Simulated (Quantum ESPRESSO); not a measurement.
**Fe2Ge: non-collinear starts**

Wanted: energies and final angles of several spin textures of Fe2Ge

Main program and level: Quantum ESPRESSO 7.5; LDA; plane waves with GBRV 1.5 LDA potentials, no spin-orbit coupling.

Report form: the programs' logs are mostly left out.

## (1) Starting point

Symmetry: P6_3/mmc, No. 194, hexagonal system. The conventional cell has a = 4.133 Å, b = 4.133 Å, c = 5.009 Å, α = 90.00°, β = 90.00°, γ = 120.00°. Nearest to Fe lie 8 Fe at 2.50 to 2.69 Å and 6 Ge at 2.69 Å. Fe has 5 Ge at 2.39 to 2.50 Å and 6 Fe at 2.69 Å nearest. Ge has 11 Fe at 2.39 to 2.69 Å nearest. Farther neighbours are not listed.

The cell comes from Materials Project 2023-11-01, a database of computed structures, and need not be the stable phase.

## (2) Start 1: collinear parallel

The input, pw.in:

```
&CONTROL
  calculation = 'scf'
  prefix = 'pwscf'
  outdir = './tmp'
  pseudo_dir = './pseudo'
  disk_io = 'nowf'
/
&SYSTEM
  ibrav = 0
  nat = 6
  ntyp = 2
  ecutwfc = 34
  ecutrho = 238
  nbnd = 116
  occupations = 'smearing'
  smearing = 'fd'
  degauss = 0.00734986
  noncolin = .true.
  starting_magnetization(1) = 0.175
  angle1(1) = 0
  angle2(1) = 0
  starting_magnetization(2) = 0
/
&ELECTRONS
  conv_thr = 1.2d-08
  electron_maxstep = 150
  mixing_beta = 0.3
/
ATOMIC_SPECIES
Fe     55.8450 fe_lda_v1.5.uspp.F.UPF
Ge     72.6300 ge_lda_v1.4.uspp.F.UPF
CELL_PARAMETERS bohr
   7.8099888923    0.0000000000    0.0000000000
  -3.9049944461    6.7636487841    0.0000000000
   0.0000000000    0.0000000000    9.4651695062
ATOMIC_POSITIONS crystal
Fe      0.0000000000    0.0000000000    0.0000000000
Fe      0.0000000000    0.0000000000    0.5000000000
Fe      0.6666666700    0.3333333300    0.7500000000
Fe      0.3333333300    0.6666666700    0.2500000000
Ge      0.6666666700    0.3333333300    0.2500000000
Ge      0.3333333300    0.6666666700    0.7500000000
K_POINTS automatic
5 5 4 0 0 0
```

Run with:

```bash
$ OMP_NUM_THREADS=1 mpirun -n 8 pw.x -nk 8 -in pw.in > pw.out
```

Elapsed: 51 s, on 8 MPI ranks of Arm Neoverse N1, shared host; peak memory 1 GiB.

Spin moment in the atom's sphere by atom:

| atom | x (μB) | y (μB) | z (μB) | size |
| --- | --- | --- | --- | --- |
| Fe1 | 0.00 | 0.00 | 2.31 | 2.31 |
| Fe2 | 0.00 | 0.00 | 2.31 | 2.31 |
| Fe3 | 0.00 | 0.00 | 1.38 | 1.38 |
| Fe4 | 0.00 | 0.00 | 1.38 | 1.38 |
| Ge5 | 0.00 | 0.00 | -0.05 | 0.05 |
| Ge6 | 0.00 | 0.00 | -0.05 | 0.05 |

Numbers from this step:

- smearing term TS: 0.2156 eV
- magnetization: 0, 0, 7.347 μB
- absolute magnetization: 7.825 μB
- final state: ferromagnetic

## (3) Start 2: random 1

The input, pw.in:

```
&CONTROL
  calculation = 'scf'
  prefix = 'pwscf'
  outdir = './tmp'
  pseudo_dir = './pseudo'
  disk_io = 'nowf'
/
&SYSTEM
  ibrav = 0
  nat = 6
  ntyp = 5
  ecutwfc = 34
  ecutrho = 238
  nbnd = 116
  occupations = 'smearing'
  smearing = 'fd'
  degauss = 0.00734986
  noncolin = .true.
  starting_magnetization(1) = 0.175
  angle1(1) = 29.423
  angle2(1) = -99.846
  starting_magnetization(2) = 0.1749
  angle1(2) = 98.053
  angle2(2) = 129.546
  starting_magnetization(3) = 0.175
  angle1(3) = 118.818
  angle2(3) = 63.64
  starting_magnetization(4) = 0.175
  angle1(4) = 90
  angle2(4) = -4.588
  starting_magnetization(5) = 0
  nosym = .true.
/
&ELECTRONS
  conv_thr = 1.2d-08
  electron_maxstep = 150
  mixing_beta = 0.3
/
ATOMIC_SPECIES
Fe1    55.8450 fe_lda_v1.5.uspp.F.UPF
Fe2    55.8450 fe_lda_v1.5.uspp.F.UPF
Fe3    55.8450 fe_lda_v1.5.uspp.F.UPF
Fe4    55.8450 fe_lda_v1.5.uspp.F.UPF
Ge     72.6300 ge_lda_v1.4.uspp.F.UPF
CELL_PARAMETERS bohr
   7.8099888923    0.0000000000    0.0000000000
  -3.9049944461    6.7636487841    0.0000000000
   0.0000000000    0.0000000000    9.4651695062
ATOMIC_POSITIONS crystal
Fe1     0.0000000000    0.0000000000    0.0000000000
Fe2     0.0000000000    0.0000000000    0.5000000000
Fe3     0.6666666700    0.3333333300    0.7500000000
Fe4     0.3333333300    0.6666666700    0.2500000000
Ge      0.6666666700    0.3333333300    0.2500000000
Ge      0.3333333300    0.6666666700    0.7500000000
K_POINTS automatic
5 5 4 0 0 0
```

The job ended after 18 min (8 MPI ranks; peak memory 1.6 GiB; 2.4 h of CPU time).

Spin moment in the atom's sphere by atom:

| atom | x (μB) | y (μB) | z (μB) | size |
| --- | --- | --- | --- | --- |
| Fe1 | -0.73 | 1.27 | 1.82 | 2.34 |
| Fe2 | -0.73 | 1.27 | 1.82 | 2.34 |
| Fe3 | -0.43 | 0.75 | 1.07 | 1.38 |
| Fe4 | -0.43 | 0.75 | 1.08 | 1.38 |
| Ge5 | 0.02 | -0.03 | -0.04 | 0.05 |
| Ge6 | 0.02 | -0.03 | -0.04 | 0.05 |

Read from the output:

```
smearing term TS       : 0.2156 eV
magnetization          : -2.295, 3.993, 5.724 μB
absolute magnetization : 7.824 μB
final state            : ferromagnetic
```

## (4) Start 3: tetrahedral directions in turn

Changes to pw.in since step 3:

```diff
@@ -19,15 +19,14 @@
   starting_magnetization(1) = 0.175
-  angle1(1) = 29.423
-  angle2(1) = -99.846
-  starting_magnetization(2) = 0.1749
-  angle1(2) = 98.053
-  angle2(2) = 129.546
+  angle1(1) = 54.736
+  angle2(1) = 45
+  starting_magnetization(2) = 0.175
+  angle1(2) = 125.264
+  angle2(2) = -45
   starting_magnetization(3) = 0.175
-  angle1(3) = 118.818
-  angle2(3) = 63.64
+  angle1(3) = 125.264
+  angle2(3) = 135
   starting_magnetization(4) = 0.175
-  angle1(4) = 90
-  angle2(4) = -4.588
+  angle1(4) = 54.736
+  angle2(4) = -135
   starting_magnetization(5) = 0
-  nosym = .true.
 /
```

Wall time 21 min (8 MPI ranks); peak memory 1.6 GiB.

Spin moment in the atom's sphere by atom:

| atom | x (μB) | y (μB) | z (μB) | size |
| --- | --- | --- | --- | --- |
| Fe1 | 2.34 | 0.01 | 0.00 | 2.34 |
| Fe2 | 2.34 | 0.01 | 0.00 | 2.34 |
| Fe3 | 1.38 | 0.01 | 0.00 | 1.38 |
| Fe4 | 1.38 | 0.01 | 0.01 | 1.38 |
| Ge5 | -0.05 | 0.00 | 0.00 | 0.05 |
| Ge6 | -0.05 | 0.00 | 0.00 | 0.05 |

This step gave:

```
smearing term TS       : 0.2156 eV
magnetization          : 7.348, 0.041, 0.013 μB
absolute magnetization : 7.825 μB
final state            : ferromagnetic
```

## (5) Start 4: 90 degrees in a plane in turn

Changes to pw.in since step 4:

```diff
@@ -19,13 +19,13 @@
   starting_magnetization(1) = 0.175
-  angle1(1) = 54.736
+  angle1(1) = 90
   angle2(1) = 45
   starting_magnetization(2) = 0.175
-  angle1(2) = 125.264
-  angle2(2) = -45
+  angle1(2) = 90
+  angle2(2) = 135
   starting_magnetization(3) = 0.175
-  angle1(3) = 125.264
-  angle2(3) = 135
+  angle1(3) = 90
+  angle2(3) = -135
   starting_magnetization(4) = 0.175
-  angle1(4) = 54.736
-  angle2(4) = -135
+  angle1(4) = 90
+  angle2(4) = -45
   starting_magnetization(5) = 0
```

Wall time 19 min (8 MPI ranks); peak memory 1.6 GiB; 2.5 h of CPU time.

Spin moment in the atom's sphere by atom:

| atom | x (μB) | y (μB) | z (μB) | size |
| --- | --- | --- | --- | --- |
| Fe1 | 0.00 | 2.34 | 0.00 | 2.34 |
| Fe2 | 0.00 | 2.34 | 0.00 | 2.34 |
| Fe3 | 0.00 | 1.38 | 0.00 | 1.38 |
| Fe4 | 0.00 | 1.38 | 0.00 | 1.38 |
| Ge5 | 0.00 | -0.05 | 0.00 | 0.05 |
| Ge6 | 0.00 | -0.05 | 0.00 | 0.05 |

This step gave:

- smearing term TS: 0.2156 eV
- magnetization: -0.002, 7.347, 0 μB
- absolute magnetization: 7.825 μB
- final state: ferromagnetic

## (6) Ranking

Textures, by row:

| start | final state | energy over the lowest (meV a seeded atom) | smallest moment (μB) | largest moment (μB) | net moment (μB a cell) | angles to the first moment (degrees) |
| --- | --- | --- | --- | --- | --- | --- |
| collinear parallel | ferromagnetic | 0 | 1.38 | 2.314 | 7.347 | 0 |
| random 1 | ferromagnetic | 0 | 1.38 | 2.335 | 7.347 | 0 |
| tetrahedral directions in turn | ferromagnetic | 0 | 1.38 | 2.335 | 7.348 | 0 |
| 90 degrees in a plane in turn | ferromagnetic | 0 | 1.38 | 2.335 | 7.347 | 0 |

## (7) Outcome

| Item | Value |
| --- | --- |
| lowest start | collinear parallel, random 1, tetrahedral directions in turn and 90 degrees in a plane in turn |
| its final state | ferromagnetic |
| its moments | 1.38 to 2.31 μB |
| its net moment | 7.35 μB a cell |

No finished start ends non-collinear. The mesh is coarse, so differences of some ten meV can be noise where moments are itinerant. Without spin–orbit coupling only the angles between moments matter. The cell holds only so many moments, so longer spirals cannot form in it. Energies are free energies at an electronic temperature of 1160 K, which lowers moments and differences where the moments are itinerant. The cutoff lies under the 40 Ry that these files are usually run at.

[Logs and program files are shortened in this print: banners, set-up blocks, solver, clock and traceback lines can be left out without a mark of their own.]

[Logs are printed without paths, hosts, clocks, repeated set-up lines and the standing remarks that a program may print on its own settings, such as how far it seeks lower states.]

[Hosts, paths, dates, database ids (printed as entryN), source tags and the programs' standing remarks are cut or masked in the printed files.]

[Where a cell is said to come from a database of computed structures, the database is the Materials Project.]
